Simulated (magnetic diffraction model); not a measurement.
## Magnetic neutron pattern of LuMnPt2

Space group P6_3/mmc (no. 194), a = 4.1520 Å, c = 8.4370 Å.

| site | atom | x | y | z |
| --- | --- | --- | --- | --- |
| 4f | Pt | 2/3 | 1/3 | 0.0885 |
| 2c | Lu | 1/3 | 2/3 | 1/4 |
| 2a | Mn | 0 | 0 | 1/2 |

The compound is invented for this exercise: a known structure type with other elements, its cell scaled to their sizes and not relaxed.

Only Mn is taken to order (form factors of Mn2+); orders and moment sizes are assumed, and not adapted to the symmetry. Radiation: neutrons of λ = 2.0775 Å, 3° to 100°; isotropic B of 0.34 Å² (Pt), 0.3 Å² (Lu) and 0.49 Å² (Mn). Simulated constant-wavelength pattern: nuclear and magnetic terms add, the magnetic one as |2.695 fm × Σ f S⊥ exp(2πi Q·r) exp(−B s²)|², summed over all Q at one angle with the factor 1/(sin²θ cos θ). For collinear order S is the moment m, which repeats by lattice and centring translations R with the sign exp(−2πi k·R). Free-ion form factors, Sears's scattering lengths of 1992, no absorption; a label names one of the reflections at its angle. The strongest nuclear line in the range is 100, and lines under 0.2 are left out.

Assume the order k = (0 1/2 1/2), collinear moments along [120], 2.72 μB on Mn; signs + at (0, 0, 1/2), + at (0, 0, 0).

Predict the pattern, nuclear and magnetic parts apart.

```tsv
2θ (°)	index	nuclear	magnetic
18.07	(0 1/2 1/2)	0.0	1.9
27.12	(0 1/2 3/2)	0.0	3.0
28.51	(0 0 2)	0.6	0.0
29.86	(1 -1/2 1/2)	0.0	3.8
33.58	(1 0 0)	68.4	0.0
36.23	(1 -1/2 3/2)	0.0	2.3
36.60	(1 0 1)	2.6	0.0
39.75	(0 1/2 5/2)	0.0	1.4
44.62	(1 0 2)	5.4	0.0
45.55	(1 1/2 1/2)	0.0	1.0
46.74	(1 -1/2 5/2)	0.0	1.1
50.23	(1 1/2 3/2)	0.0	0.9
54.06	(0 1/2 7/2)	0.0	0.6
55.93	(1 0 3)	100.0	0.0
58.77	(1 1/2 5/2)	0.0	0.7
59.01	(0 0 4)	1.9	0.0
59.77	(1 -1/2 7/2)	0.0	0.5
60.05	(1 1 0)	44.3	0.0
63.26	(2 -1/2 1/2)	0.0	0.7
67.09	(2 -1/2 3/2)	0.0	0.6
67.79	(1 1 2)	0.8	0.0
69.63	(1 0 4)	0.3	0.0
69.86	(0 1/2 9/2)	0.0	0.2
70.33	(1 1/2 7/2)	0.0	0.4
70.59	(2 0 0)	19.2	0.0
72.42	(2 0 1)	0.8	0.0
74.45	(2 -1/2 5/2)	0.0	0.4
74.88	(1 -1/2 9/2)	0.0	0.2
77.81	(2 0 2)	2.2	0.0
84.61	(1 1/2 9/2)	0.0	0.2
85.06	(2 -1/2 7/2)	0.0	0.2
86.59	(2 0 3)	54.6	0.0
89.19	(1 1 4)	6.7	0.0
95.24	(0 0 6)	14.2	0.0
99.69	(2 1 0)	26.7	0.0
```

The strongest magnetic line in the range is (1 -1/2 1/2) at 29.86° (3.8). On top of the Lorentz factor, which all lines share, magnetic lines fade with angle because f falls: for Mn2+ it is 0.90, 0.66, 0.41 and 0.12 at sin θ/λ = 0.1, 0.2, 0.3 and 0.5 Å⁻¹, while nuclear lengths stay constant. The order has no net moment.

[Logs are printed without paths, hosts, clocks, repeated set-up lines and the standing remarks that a program may print on its own settings, such as how far it seeks lower states.]
